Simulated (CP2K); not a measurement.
Consider 5-aminopyrimidine at its PBE geometry (Å).

```xyz
12

N     1.9588    0.0822   -0.4775
C     0.6123    0.0240   -0.1537
C    -0.1742    1.1826   -0.0076
N    -1.4867    1.1391    0.2451
C    -2.0322   -0.0852    0.3547
N    -1.3888   -1.2599    0.2430
C    -0.0765   -1.1953   -0.0107
H     2.5153   -0.7396   -0.2648
H     2.4399    0.9536   -0.2799
H     0.2794    2.1752   -0.0994
H    -3.1036   -0.1295    0.5577
H     0.4564   -2.1474   -0.1068
```

Method: CP2K XAS_TDP, all-electron GAPW, PBEh(45%), aug-cc-pVDZ, TDA, no relativity.

Question: Predict the bright core excitations at the N K edge.

Leading lines: N1 398.49 eV and N4 394.82 eV. The leading line of an atom is its first one with 35 % of the strongest within 2.5 eV of its lowest line over the strength cut. 

The first six lines of each atom with a strength over 0.0015:

| atom | energy (eV) | states | strength, one atom |
| --- | --- | --- | --- |
| N1 (bonded to C and 2 H) | 398.18 | 1 | 0.0071 |
|  | 398.37 | 1 | 0.0023 |
|  | 398.49 | 1 | 0.0113 |
|  | 399.12 | 1 | 0.0246 |
|  | 400.63 | 1 | 0.0081 |
|  | 400.93 | 1 | 0.0055 |
| N4 (bonded to 2 C), 2 alike | 394.82 | 1 | 0.0513 |
|  | 402.31 | 1 | 0.0051 |
|  | 402.46 | 1 | 0.0041 |
|  | 402.61 | 1 | 0.0021 |
|  | 402.79 | 1 | 0.0057 |
|  | 403.05 | 2 | 0.0059 |

Lines are vertical, at one geometry, with no vibrational structure. Without a correction of the core level, line positions, and the gaps between valence and Rydberg lines, follow the share of exact exchange. At this level such K lines come out 3 to 6 eV under measured ones. These values hold no scalar relativity, about 0.2 eV for N 1s. Rydberg lines, and the discretised continuum above threshold, depend on the basis and the box.

[Banner, clock and machine lines of the logs are left out without a mark of their own.]

[Logs are printed without paths, hosts, clocks, repeated set-up lines and the standing remarks that a program may print on its own settings, such as how far it seeks lower states.]

[Hosts, paths, dates, database ids (printed as entryN), source tags and the programs' standing remarks are cut or masked in the printed files.]
